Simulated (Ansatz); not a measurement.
# Phonons of ZnSe (Stilleite, F-43m) against volume

Aim: how do the optical modes of ZnSe (Stilleite, F-43m) move with volume?

Program: Ansatz 0.2.0. Level of theory: DFT PBE, scalar-relativistic, plane waves, PAW; PAW set soft_1. Results are calculated unless marked as measured.

Report form: the programs' logs are mostly left out.

**1. The starting structure**

It takes space group F-43m (No. 216, cubic). Conventional cell: a = 5.668 Å, b = 5.668 Å, c = 5.668 Å, α = 90.00°, β = 90.00°, γ = 90.00°. Nearest to Zn lie 4 Se at 2.45 Å. Se has 4 Zn at 2.45 Å nearest. Farther neighbours and most contacts between anions are not listed.

As a file:

```cif
data_structure
_symmetry_space_group_name_H-M 'P 1'
_symmetry_Int_Tables_number 1
_cell_length_a 4.0076
_cell_length_b 4.0076
_cell_length_c 4.0076
_cell_angle_alpha 60.000
_cell_angle_beta 60.000
_cell_angle_gamma 60.000
_cell_volume 45.51
loop_
_atom_site_label
_atom_site_type_symbol
_atom_site_fract_x
_atom_site_fract_y
_atom_site_fract_z
_atom_site_occupancy
Zn1 Zn 0.00000 0.00000 0.00000 1
Se2 Se 0.75000 0.75000 0.75000 1
```

**2. Bringing the structure to rest**

The cell and atoms are relaxed, since residual forces and stress would shift the frequencies.

input.yaml reads:

```yaml
crystal:
  lattice:
    - [0.0, 2.8338, 2.8338]
    - [2.8338, 0.0, 2.8338]
    - [2.8338, 2.8338, 0.0]
  atoms:
    - { symbol: Zn, position: [0.0, 0.0, 0.0] }
    - { symbol: Se, position: [0.75, 0.75, 0.75] }
kpoints:
  mp_grid: { grid: [8, 8, 8] }
hamiltonian:
  xc: pbe
  pseudopotentials: { kind: paw, azcp: { folder: soft_1 } }
scf:
  occupations: { method: gaussian, width: 0.02 }
output:
  forces: true
  stress: true
  eigenvalues: true
relax:
  adjacent_minimum: "off"
  f_tol: 0.005
  max_steps: 80
  cell: { stress_tol: 0.05 }
```

Run with:

```bash
$ ansatz run input.yaml --threads 4 --pin off --max-ram 10240MiB --backend cpu --events-out ev --progress --plain --runs-dir out
```

Wall time 2.7 s (4 threads of AMD EPYC 7B13 (Zen 3), shared host); peak memory 0.45 GiB; 8.8 s of CPU time.

Relaxation path:

| step | energy less that of the first step (eV) | largest force component (eV/Å) | pressure (GPa) | volume (Å³) |
| --- | --- | --- | --- | --- |
| 1 | 0.0000 | 0.0000 | 2.11 | 45.51 |
| 2 | -0.0090 | 0.0000 | 0.53 | 46.67 |
| 3 | -0.0095 | 0.0000 | 0.03 | 47.08 |
| 4* | -0.0101 | 0.0000 | 0.03 | 47.08 |

Relaxation steps marked * repeat the geometry before them on a plane-wave basis chosen anew for their cell, so energy and pressure can jump there.

Forces are held to the 24 operations that the run works with; a distortion that breaks them can't arise in this run.

| conventional cell, symmetrised | before | after | change |
| --- | --- | --- | --- |
| a (Å) | 5.668 | 5.732 | +1.1 % |
| b (Å) | 5.668 | 5.732 | +1.1 % |
| c (Å) | 5.668 | 5.732 | +1.1 % |
| volume (Å³/atom) | 22.76 | 23.54 | +3.4 % |

Final coordinates:

```cif
data_structure
_symmetry_space_group_name_H-M 'P 1'
_symmetry_Int_Tables_number 1
_cell_length_a 4.0531
_cell_length_b 4.0531
_cell_length_c 4.0531
_cell_angle_alpha 60.000
_cell_angle_beta 60.000
_cell_angle_gamma 60.000
_cell_volume 47.08
loop_
_atom_site_label
_atom_site_type_symbol
_atom_site_fract_x
_atom_site_fract_y
_atom_site_fract_z
_atom_site_occupancy
Zn1 Zn 0.00000 0.00000 0.00000 1
Se2 Se 0.75000 0.75000 0.75000 1
```

This step gave:

- pressure: 0.02879 GPa
- gap on the k-mesh: 1.151 eV
- volume per atom: 23.54 Å³

In this step the volume went from 22.76 to 23.54 Å³/atom.

**3. Tight relaxation**

A first tight relaxation and response on 8×8×8 k points, not shown, drew a warning on the mesh, so the tight relaxation is repeated on 12×12×12 points.

input.yaml, the sections that differ from step 2:

```yaml
crystal:
  lattice:
    - [0.0, 2.8663145009, 2.8663145009]
    - [2.8663145009, 0.0, 2.8663145009]
    - [2.8663145009, 2.8663145009, 0.0]
  atoms:
    - { symbol: Zn, position: [0.0, 0.0, 0.0] }
    - { symbol: Se, position: [0.75, 0.75, 0.75] }
kpoints:
  mp_grid: { grid: [12, 12, 12] }
scf:
  occupations: { method: fixed }
relax:
  adjacent_minimum: "off"
  f_tol: 0.001
  max_steps: 60
  cell: { stress_tol: 0.01 }
# hamiltonian, output: as in step 2
```

Wall time 2.8 s (4 threads); peak memory 0.48 GiB.

Little changed from the start: no atom moved by 0.005 Å and no cell edge by 0.1 %.

This step gave:

```
pressure          : 0.007080 GPa
gap on the k-mesh : 1.150 eV
volume per atom   : 23.55 Å³
```

The forces vanish by symmetry and the pressure is 0.007 GPa, within the tolerances set. The cell now holds 23.55 Å³/atom.

**4. Zone-centre response at rest**

The modes at rest are the reference of the series, and the response to a field gives the dielectric tensor and the Born charges.

input.yaml, the sections that differ from step 3:

```yaml
output:
  eigenvalues: true
phonons:
  method: dfpt
  dielectric: true
  rigid_motions: translations
  raman: true
# crystal, kpoints, hamiltonian, scf: as in step 3
# relax: removed
```

The job ended after 3.8 min (4 threads; peak memory 2.5 GiB).

This step gave:

```yaml
sum_rule_residual_before_enforcement: 2.94e-5 eV/Å²
miss_of_the_charge_sum_rule: 4.15e-4 e
estimated_error_of_the_dielectric_tensor: 0.02001
estimated_error_of_the_born_charges: 0.01673 e
point_group: -43m
highest_optical_mode_at_the_zone_centre_no_lo_to_term: 194.6 cm⁻¹
lowest_optical_zone_centre_mode: 194.6 cm⁻¹
mean_high_frequency_dielectric_constant: 7.362
largest_born_charge_third_of_the_trace: 2.100 e
mean_static_dielectric_constant: 10.76
top_of_the_zone_centre_spectrum_with_the_field: 235.3 cm⁻¹
```

Without the LO-TO term. Patterns of degenerate modes are one choice out of their space. Modes at Γ, with each element's share of the kinetic energy:

| mode | frequency (cm⁻¹) | symmetry | Zn % | Se % |
| --- | --- | --- | --- | --- |
| 1 | 0.0 | acoustic | 45 | 55 |
| 2 | 0.0 | acoustic | 45 | 55 |
| 3 | 0.0 | acoustic | 45 | 55 |
| 4 | 194.6 | T2 | 55 | 45 |
| 5 | 194.6 | T2 | 55 | 45 |
| 6 | 194.6 | T2 | 55 | 45 |

Displacements in mode 4 (194.6 cm⁻¹), the largest set to 1:
```
Zn1  0.00  1.00 -0.18
Se2  0.00 -0.83  0.15
```

Optical modes at the zone centre, without and with the macroscopic field of the longitudinal modes; each column is sorted by frequency, so a row need not hold one and the same mode. Modes with and without the field, by row:

| rank among optical modes | no field (cm⁻¹) | q along (1, 0, 0) (cm⁻¹) |
| --- | --- | --- |
| 1 | 194.6 | 194.6 |
| 2 | 194.6 | 194.6 |
| 3 | 194.6 | 235.3 |

Born charge (rows field, columns displacement) (e), principal values of the symmetric part by kind of site:

| atom | atoms with these values | low | middle | high | mean |
| --- | --- | --- | --- | --- | --- |
| Zn1 | 1 | 2.10 | 2.10 | 2.10 | 2.10 |
| Se2 | 1 | -2.10 | -2.10 | -2.10 | -2.10 |

In full for Zn1:

```
2.10 0.00 0.00
0.00 2.10 0.00
0.00 0.00 2.10
```

High-frequency dielectric tensor:

```
7.36 0.00 0.00
0.00 7.36 0.00
0.00 0.00 7.36
```

Static dielectric tensor (ions relaxed, fixed cell):

```
10.76  0.00  0.00
 0.00 10.76  0.00
 0.00  0.00 10.76
```

Transverse modes. Lines of the infrared spectrum (strongest = 100):

| position (cm⁻¹) | label | relative intensity |
| --- | --- | --- |
| 195 | T2 | 100 |

Activity x (w_L - w)^4 (n + 1)/w, 532 nm, 300 K; the tensors are static ones, while 532 nm light lies above the computed direct gap, where resonance would change the heights; modes without the macroscopic field alone. Raman lines, with heights relative to the strongest:

| position (cm⁻¹) | label | relative intensity |
| --- | --- | --- |
| 195 | T2 | 100 |

Before it was imposed, the acoustic sum rule was missed by 2.9e-5 eV/Å² and the charge sum rule by 4.1e-4 e. Small misses are needed for a sound result but don't prove that mesh and cutoff are converged. The lowest optical mode is real, 195 cm⁻¹.

The log warns of the k mesh: “the force constants stand on the 12×12×12 k-mesh, whose period is 12.09 times the interband length at k = (0.0000, 0.0000, 0.0000), direct gap 1.150 eV, under 14: take them and everything formed from them as unconverged”. So the frequencies of this run count as unconverged too.

**5. Ground state of a member: 1.06 times the volume at rest**

The cell is set to 1.06 times the volume at rest; symmetry leaves nothing else free, so this is a single point.

input.yaml, the sections that differ from step 4:

```yaml
crystal:
  lattice:
    - [0.0, 2.9225310182, 2.9225310182]
    - [2.9225310182, 0.0, 2.9225310182]
    - [2.9225310182, 2.9225310182, 0.0]
  atoms:
    - { symbol: Zn, position: [0.0, 0.0, 0.0] }
    - { symbol: Se, position: [0.75, 0.75, 0.75] }
scf:
  occupations: { method: gaussian, width: 0.02 }
output:
  forces: true
  stress: true
  eigenvalues: true
# kpoints, hamiltonian: as in step 4
# phonons: removed
```

Elapsed: 1.5 s, on 4 threads; peak memory 0.44 GiB.

Numbers from this step:

- pressure: -2.887 GPa
- gap on the k-mesh: 0.9292 eV
- volume per atom: 24.96 Å³

The forces vanish by symmetry, at a pressure of -2.89 GPa.

**6. Modes of this member: 1.06 times the volume at rest**

The zone-centre modes follow for 1.06 times the volume at rest, with the response to a field.

input.yaml, as its differences from that of step 5:

```diff
@@ -14,6 +14,8 @@
 scf:
-  occupations: { method: gaussian, width: 0.02 }
+  occupations: { method: fixed }
 output:
-  forces: true
-  stress: true
   eigenvalues: true
+phonons:
+  method: dfpt
+  dielectric: true
+  rigid_motions: translations
```

Wall time 45 s (4 threads); peak memory 1.5 GiB; 2.8 min of CPU time.

This step gave:

- sum-rule residual before enforcement: 3.49e-5 eV/Å²
- miss of the charge sum rule: 6.88e-4 e
- estimated error of the dielectric tensor: 0.02112
- estimated error of the Born charges: 0.01701 e
- highest optical mode at the zone centre (no LO-TO term): 175.2 cm⁻¹
- lowest optical zone-centre mode: 175.2 cm⁻¹
- mean high-frequency dielectric constant: 7.614
- largest Born charge (third of the trace): 2.190 e
- mean static dielectric constant: 11.92
- top of the zone-centre spectrum with the field: 219.2 cm⁻¹

Without the LO-TO term. Patterns of degenerate modes are one choice out of their space. The modes at Γ (shares of kinetic energy by element, %):

| mode | frequency (cm⁻¹) | symmetry | Zn % | Se % |
| --- | --- | --- | --- | --- |
| 1 | 0.0 | acoustic | 45 | 55 |
| 2 | 0.0 | acoustic | 45 | 55 |
| 3 | 0.0 | acoustic | 45 | 55 |
| 4 | 175.2 | T2 | 55 | 45 |
| 5 | 175.2 | T2 | 55 | 45 |
| 6 | 175.2 | T2 | 55 | 45 |

Transverse modes. Lines of the infrared spectrum (strongest = 100):

| position (cm⁻¹) | label | relative intensity |
| --- | --- | --- |
| 175 | T2 | 100 |

The optical mode without the LO-TO term lies at 175.2 cm⁻¹.

The log warns of the k mesh: “the force constants stand on the 12×12×12 k-mesh, whose period is 11.37 times the interband length at k = (0.0000, 0.0000, 0.0000), direct gap 0.929 eV, under 14: take them and everything formed from them as unconverged”. So the frequencies of this run count as unconverged too.

**7. Ground state of a member: 0.9 times the volume at rest**

The cell is set to 0.9 times the volume at rest; symmetry leaves nothing else free, so this is a single point.

input.yaml, the sections that differ from step 6:

```yaml
crystal:
  lattice:
    - [0.0, 2.7673962236, 2.7673962236]
    - [2.7673962236, 0.0, 2.7673962236]
    - [2.7673962236, 2.7673962236, 0.0]
  atoms:
    - { symbol: Zn, position: [0.0, 0.0, 0.0] }
    - { symbol: Se, position: [0.75, 0.75, 0.75] }
scf:
  occupations: { method: gaussian, width: 0.02 }
output:
  forces: true
  stress: true
  eigenvalues: true
# kpoints, hamiltonian: as in step 6
# phonons: removed
```

It took 1.4 s on 4 threads; peak memory 0.45 GiB; 4.5 s of CPU time.

This step gave:

```
pressure          : 7.599 GPa
gap on the k-mesh : 1.576 eV
volume per atom   : 21.19 Å³
```

The forces vanish by symmetry, at a pressure of 7.60 GPa.

**8. Zone-centre modes of the member: 0.9 times the volume at rest**

The zone-centre modes follow for 0.9 times the volume at rest, with the response to a field.

input.yaml, as its differences from that of step 7:

```diff
@@ -14,6 +14,8 @@
 scf:
-  occupations: { method: gaussian, width: 0.02 }
+  occupations: { method: fixed }
 output:
-  forces: true
-  stress: true
   eigenvalues: true
+phonons:
+  method: dfpt
+  dielectric: true
+  rigid_motions: translations
```

Wall time 41 s (4 threads); peak memory 1.3 GiB; 2.6 min of CPU time.

Numbers from this step:

```yaml
sum_rule_residual_before_enforcement: 9.58e-5 eV/Å²
miss_of_the_charge_sum_rule: 3.68e-4 e
estimated_error_of_the_dielectric_tensor: 0.02010
estimated_error_of_the_born_charges: 0.01675 e
highest_optical_mode_at_the_zone_centre_no_lo_to_term: 232.4 cm⁻¹
lowest_optical_zone_centre_mode: 232.4 cm⁻¹
mean_high_frequency_dielectric_constant: 7.102
largest_born_charge_third_of_the_trace: 1.936 e
mean_static_dielectric_constant: 9.353
top_of_the_zone_centre_spectrum_with_the_field: 266.7 cm⁻¹
```

Without the LO-TO term. Patterns of degenerate modes are one choice out of their space. The modes at Γ (shares of kinetic energy by element, %):

| mode | frequency (cm⁻¹) | symmetry | Zn % | Se % |
| --- | --- | --- | --- | --- |
| 1 | 0.0 | acoustic | 45 | 55 |
| 2 | 0.0 | acoustic | 45 | 55 |
| 3 | 0.0 | acoustic | 45 | 55 |
| 4 | 232.4 | T2 | 55 | 45 |
| 5 | 232.4 | T2 | 55 | 45 |
| 6 | 232.4 | T2 | 55 | 45 |

Transverse modes. Lines of the infrared spectrum (strongest = 100):

| position (cm⁻¹) | label | relative intensity |
| --- | --- | --- |
| 232 | T2 | 100 |

The optical mode without the LO-TO term lies at 232.4 cm⁻¹.

The log warns of the k mesh: “the force constants stand on the 12×12×12 k-mesh, whose period is 13.35 times the interband length at k = (0.0000, 0.0000, 0.0000), direct gap 1.576 eV, under 14: take them and everything formed from them as unconverged”. So the frequencies of this run count as unconverged too.

**9. All members side by side**

The members are set side by side, also those not shown above.

Each row is one cell with its response, relaxed at fixed volume as far as symmetry leaves anything free; energies are extrapolated to zero smearing, and E0 is that at rest; shape and atoms are relaxed in each cell where symmetry leaves them free. State of the crystal along the series:

| volume ratio | V (Å³/atom) | pressure (GPa) | E - E0 (meV/atom) | gap on mesh (eV) | ε∞ | ε0 | largest Born charge in size, a third of the trace (e) | top mode with the field, highest of q along x, y and z (cm⁻¹) |
| --- | --- | --- | --- | --- | --- | --- | --- | --- |
| 0.9 | 21.19 | 7.598 | 50.73 | 1.576 | 7.102 | 9.353 | 1.936 | 266.7 |
| 0.92 | 21.66 | 5.722 | 31.2 | 1.485 | 7.139 | 9.59 | 1.97 | 259.9 |
| 0.94 | 22.14 | 4.046 | 16.89 | 1.396 | 7.183 | 9.848 | 2.004 | 253.4 |
| 0.96 | 22.61 | 2.547 | 7.231 | 1.311 | 7.235 | 10.13 | 2.037 | 247.1 |
| 0.98 | 23.08 | 1.206 | 1.751 | 1.229 | 7.295 | 10.43 | 2.069 | 241.1 |
| 0.99 | 23.31 | 0.59 | 0.4389 | 1.189 | 7.327 | 10.6 | 2.085 | 238.2 |
| 1 | 23.55 | 0.00708 | 0 | 1.15 | 7.362 | 10.76 | 2.1 | 235.3 |
| 1.02 | 24.02 | -1.066 | 1.584 | 1.074 | 7.437 | 11.12 | 2.131 | 229.8 |
| 1.04 | 24.49 | -2.027 | 6.156 | 1 | 7.521 | 11.51 | 2.161 | 224.4 |
| 1.06 | 24.96 | -2.886 | 13.4 | 0.9292 | 7.614 | 11.92 | 2.19 | 219.2 |

Without the LO-TO term; each mode is tracked from rest by its pattern, and modes that stay within 0.3 cm⁻¹ of each other stand once; shape and atoms are relaxed in each cell where symmetry leaves them free. Optical modes along the series:

| V (Å³/atom) | mode 4 T2 (cm⁻¹) |
| --- | --- |
| 21.19 | 232.4 |
| 21.66 | 224.2 |
| 22.14 | 216.4 |
| 22.61 | 208.9 |
| 23.08 | 201.6 |
| 23.31 | 198.1 |
| 23.55 | 194.6 |
| 24.02 | 187.9 |
| 24.49 | 181.4 |
| 24.96 | 175.2 |

From cubic fits (parabolas where under five rows exist) of ln ω and P against ln V through the rows within about 4 % of rest: γ = −d ln ω / d ln V and dω/dP = γ ω / B. Slopes at rest:

| mode | fitted frequency at rest (cm⁻¹) | Grüneisen parameter γ | dω/dP (cm⁻¹/GPa) |
| --- | --- | --- | --- |
| mode 4 T2 | 194.6 | 1.76 | 6.03 |
| longitudinal mode | 235.3 | 1.2 | 5 |

**10. Results**

```
members                                                          : 10
highest optical mode at the zone centre (no LO-TO term), at rest : 194.6 cm⁻¹
bulk modulus at rest                                             : 56.7 GPa
mode 4 T2, γ                                                     : 1.76
longitudinal mode, γ                                             : 1.20
```

The series spans -2.9 to 7.6 GPa, and the slope at rest gives a bulk modulus of 57 GPa. The transverse optical mode has γ = 1.76 and moves by 6.0 cm⁻¹ for each GPa, the longitudinal one has γ = 1.20 and moves by 5.0. ε∞ is 7.36 at rest, with d ln ε∞ / d ln V = 0.48. One k mesh and one cutoff serve the ground states and modes of all volumes; the field response picks its own mesh. With the field response the log warns that the k mesh is coarse for the force constants too, so the frequencies are to be taken as unconverged. These are harmonic frequencies at zero temperature: anharmonic shifts, linewidths and thermal expansion are left out. Only the zone centre was solved, so an instability at another wavevector cannot show here.

[Logs are printed without paths, hosts, clocks, repeated set-up lines and the standing remarks that a program may print on its own settings, such as how far it seeks lower states.]

[Hosts, paths, dates, database ids (printed as entryN), source tags and the programs' standing remarks are cut or masked in the printed files.]
